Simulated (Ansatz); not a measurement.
Rows from a G0W0 calculation on Cs2HgSe2 (Pbam) (Ansatz 0.2.0; G0W0 on PBE with a share 0.3 of screened exact exchange (omega 0.2078 1/A), plane waves, PAW; PAW set soft_1; 2×2×4 mesh, 1043 empty bands, screening to 110 eV, PAW set soft_1 files), in eV. Spin-orbit coupling is left out.

```
row                       k  band  start       Σx  Σc at the solution      Vxc
  A                       Γ    c1  7.504   -8.739              -2.894  -12.023
  B                       Γ    v1  4.398  -17.526               1.684  -15.331
  C                       Γ    c2  8.290   -4.833              -2.999   -8.050
  D  (-0.500, 0.000, 0.000)    c1  8.056   -6.782              -2.944  -10.048
  E  (-0.500, 0.000, 0.000)    v1  4.432  -17.570               1.665  -15.398
  F                       Γ    v2  4.366  -17.400               1.681  -15.206
```

Give the quasiparticle energies and the shift of each level.

The quasiparticle equation reads E = start + Σx + Σc(E) − Vxc.

```
row  E (eV)  shift (eV)
  A   7.894      +0.390
  B   3.887      −0.511
  C   8.508      +0.219
  D   8.378      +0.322
  E   3.926      −0.506
  F   3.853      −0.513
```

Limits: not at the basis limit; no spin-orbit coupling; coarse k mesh.

[Paths, hosts, dates, memory and timing lines, banners, echoed tables and standing remarks are left out of the program output.]

[Logs are printed without paths, hosts, clocks, repeated set-up lines and the standing remarks that a program may print on its own settings, such as how far it seeks lower states.]

[Runs of the session that timed out or met a known fault of the program may be left out.]

[Cells called generated may have been cut or substituted from an entry of the Crystallography Open Database or the Materials Project.]

[Hosts, paths, dates, database ids (printed as entryN), source tags and the programs' standing remarks are cut or masked in the printed files.]
